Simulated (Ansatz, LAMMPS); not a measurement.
# Amorphous HfO2 at 8.35 g/cm^3 (84 atoms): geometry optimisation, part 2 of 2

Wanted: the relaxed structure of amorphous HfO2 at 8.35 g/cm^3 (84 atoms) and its electronic structure.

Ansatz 0.2.0; Kohn-Sham DFT, PBE, PAW (set soft_2), plane waves.

The cell: 28 Hf and 56 O. The quench rate of 50 K/ps is many orders above laboratory rates. The starting topology of bonds comes from the classical model. Only the Γ point is sampled in the main run, in a cell whose shortest periodic width is 11 Å. No spin–orbit coupling is included.

So far. Step 4 (Relaxation): The relaxation changed the energy by -27.4 meV/atom, and atoms moved by 0.32 Å r.m.s., 0.86 Å at most. Step 7 (K-mesh 2×2×2): Forces differ from those of the single point at the relaxed geometry by 12 meV/Å r.m.s.; the energy by -0.93 meV/atom and the gap by -0.026 eV. It took 7.1 min and 11 cycles; the reference's time can't be set against it, since the two runs asked for unlike analyses.

## (8) Functional HSE06

HSE06 mixes in a quarter of exact exchange at short range, which counters self-interaction, at a higher cost.

This step: Kohn-Sham DFT, HSE06, PAW (set soft_2), plane waves (Ansatz 0.2.0).

File input.yaml:

```yaml
crystal:
  lattice:
    - [10.5436, 0.0, 0.0]
    - [0.0, 10.5436, 0.0]
    - [0.0, 0.0, 10.5436]
  atoms:
    [... the 84 atom lines of step 6 ...]
kpoints:
  mp_grid: { grid: [1, 1, 1] }
hamiltonian:
  xc: hse06
scf:
  occupations: { method: fermi_dirac, width: 0.025 }
output:
  forces: true
  stress: true
  populations: true
  dos:
    method: { smearing: { sigma: 0.08 } }
    de: 0.05
    projected: { site_lists: { Hf: [Hf], O: [O] } }
  eigenvalues: true
```

Launch:

```console
> ansatz run input.yaml --threads 4 --pin off --max-ram 8192MiB --backend cpu --events-out ev --progress --plain --runs-dir out
```

Elapsed: 13 min, on 4 threads of Intel Xeon at 2.70GHz, shared host; peak memory 5.5 GiB; 48 min of CPU time.

The program notes that the exchange threshold is loose for the stress and the SCF threshold is loose for the stress.

Geometry and reference: those of the single point at the relaxed geometry.

Forces differ from those of the single point at the relaxed geometry by 101 meV/Å r.m.s.; the pressure by -4.4 GPa and the gap by +1.5 eV. It took 13 min and 25 cycles; the reference's time can't be set against it, since the two runs asked for unlike analyses.

Read from the output:

```yaml
free_energy: -472113.5919 eV
free_energy_per_atom: -5620.3999 eV/atom
scf_cycles: 25
pressure: -7.868 GPa
r_m_s_force_component: 0.1029 eV/Å
longest_force: 0.4053 eV/Å
fermi_energy: 12.37 eV
spacing_of_highest_filled_and_lowest_empty_level: 5.397 eV
spilling_of_the_projection: 0.003019
```

Length of the force by element and coordination:

```csv
element,coordination,atoms,mean length of the force (eV/Å),spread,least,most
Hf,all,28,0.153,0.0583,0.0596,0.303
Hf,5,7,0.177,0.0571,0.120,0.303
Hf,6,18,0.142,0.0601,0.0596,0.274
Hf,7,2,0.167,0.0195,0.147,0.186
Hf,8,1,0.149,0,0.149,0.149
O,all,56,0.173,0.0661,0.0593,0.405
O,2,7,0.222,0.107,0.073,0.405
O,3,45,0.167,0.0566,0.0593,0.297
O,4,4,0.158,0.0152,0.143,0.176
```

Löwdin charges by element and coordination (they lack the spilled electrons, 0.038 e an atom on average):

```csv
element,coordination,atoms,mean charge (e),spread,least,most
Hf,all,28,1.60,0.0321,1.55,1.68
Hf,5,7,1.61,0.0285,1.55,1.64
Hf,6,18,1.60,0.0328,1.56,1.68
Hf,7,2,1.61,0.0253,1.59,1.64
Hf,8,1,1.65,0,1.65,1.65
O,all,56,-0.745,0.0254,-0.788,-0.678
O,2,7,-0.723,0.0122,-0.749,-0.714
O,3,45,-0.748,0.0262,-0.788,-0.678
O,4,4,-0.752,0.0087,-0.762,-0.741
```

States in the cell by windows of 1 eV, zero at the Fermi level; the larger projections on atomic orbitals stand beside the total:

```csv
from (eV),to (eV),total,O p,Hf d
-10,-9,0.0,0.0,0.0
-9,-8,0.6,0.4,0.1
-8,-7,43.0,30.7,9.0
-7,-6,74.5,55.4,15.8
-6,-5,66.9,54.1,9.7
-5,-4,72.6,63.8,6.2
-4,-3,70.5,65.4,3.3
-3,-2,7.9,7.4,0.3
-2,2,0.0,0.0,0.0
2,3,4.2,0.3,2.7
3,4,45.3,4.0,36.9
4,5,62.8,6.8,48.9
```

Between -26 and -10 eV lie 504 more states.

About 224 of the 1064 electrons lie in deeper levels, below the stored range.

The levels nearest the highest filled one (over half full), pooled over k-points and spins:

```csv
level less the highest filled one (eV),occupation
-0.361,2
-0.323,2
-0.248,2
-0.222,2
-0.108,2
0,2
5.40,0
5.64,0
5.78,0
5.81,0
5.86,0
5.88,0
```

## (9) Functional r2SCAN (500 eV)

The meta-GGA r2SCAN uses the kinetic energy density as well as the density and its gradient. Besides, the cutoff goes from 420 to 500 eV.

This step: Kohn-Sham DFT, r2SCAN, PAW (set soft_2), plane waves (Ansatz 0.2.0).

input.yaml, as its differences from that of step 8:

```diff
@@ -10,3 +10,3 @@
 hamiltonian:
-  xc: hse06
+  xc: r2scan
 scf:
```

Run time: 87 s. Hardware: 4 threads; peak memory 3.9 GiB; 5.2 min of CPU time.

Geometry and reference: those of the single point at the relaxed geometry.

Forces differ from those of the single point at the relaxed geometry by 68 meV/Å r.m.s.; the pressure by -4.6 GPa and the gap by +0.45 eV. It took 87 s and 11 cycles; the reference's time can't be set against it, since the two runs asked for unlike analyses.

## (10) Functional PBEsol

PBEsol restores the gradient expansion of exchange for slowly varying densities and usually gives shorter bonds in solids than PBE.

This step: Kohn-Sham DFT, PBEsol, PAW (set soft_2), plane waves (Ansatz 0.2.0).

input.yaml, as its differences from that of step 9:

```diff
@@ -10,3 +10,3 @@
 hamiltonian:
-  xc: r2scan
+  xc: pbesol
 scf:
```

Run time: 40 s. Hardware: 4 threads; peak memory 2.1 GiB; 2.3 min of CPU time.

Geometry and reference: those of the single point at the relaxed geometry.

Forces differ from those of the single point at the relaxed geometry by 79 meV/Å r.m.s.; the pressure by -5.5 GPa and the gap by -0.089 eV.

## (11) What each setting buys

Each row is set against the single point at the relaxed geometry (Kohn-Sham DFT, PBE, PAW (set soft_2), plane waves; r.m.s. force component 0.00845 eV/Å). Energies are set beside the reference only for runs with its functional, potentials and electron count. Times are for 4 threads of Intel Xeon at 2.70GHz, shared host. The reference's time includes grids, which some other runs skip.

```csv
run,"Δ force, r.m.s. (meV/Å)",Δ energy (meV/atom),Δ pressure (GPa),Δ gap (eV),cycles,time,host memory (GiB)
reference,-,-,-,-,11,44 s,2.1
k-mesh 2×2×2,12.2,-0.926,-0.0042,-0.0264,11,7.1 min,6.1
functional HSE06,101,-,-4.40,1.50,25,13 min,5.5
functional r2SCAN (500 eV),68.3,-,-4.57,0.446,11,87 s,3.9
functional PBEsol,78.8,-,-5.51,-0.0893,12,40 s,2.1
```

## (12) What came out

```yaml
energy_change_in_the_relaxation: -27.4 meV/atom
r_m_s_displacement: 0.316 Å
largest_displacement: 0.86 Å
free_energy_per_atom: -5620.3789 eV/atom
pressure: -3.472 GPa
r_m_s_force_component: 0.00845 eV/Å
spacing_of_highest_filled_and_lowest_empty_level: 3.901 eV
wall_time_of_the_7_dft_runs: 29 min
```

**Reading.** Relaxation lowers the energy by 27.4 meV/atom and moves atoms by 0.32 Å r.m.s.; the r.m.s. force component goes from 0.43 to 0.0084 eV/Å. By the final cutoffs 8 of 168 bonded pairs parted and 5 joined. First to last step the energy falls by 2.301 eV; the largest move, 0.86 Å, is that of O34. The O-Hf bonds go from 2.155 Å (spread 0.097) to 2.133 Å (spread 0.124), and their number from 168 to 165. With the cutoffs above, 64 % of Hf atoms have 6 and 80 % of O atoms have 3 bonded neighbours. The highest filled and lowest empty levels differ by 3.90 eV (at Γ alone); a semilocal functional tends to put such gaps too low. In a disordered cell it changes from sample to sample, and tail or defect levels can set it.

Among the changes of functional, dispersion, potentials or spin, functional HSE06 moves the forces most, by 101 meV/Å r.m.s. The gap changes by +1.50 eV with HSE06.

Caveats: The network of bonds at the start is that of the classical potential that made the cell; in DFT 8 of its 168 bonded pairs passed out of the cutoffs and 5 came within them. The pressure of -3.5 GPa says that the cell would shrink at this level of theory.

[Logs are printed without paths, hosts, clocks, repeated set-up lines and the standing remarks that a program may print on its own settings, such as how far it seeks lower states.]

[Hosts, paths, dates, database ids (printed as entryN), source tags and the programs' standing remarks are cut or masked in the printed files.]
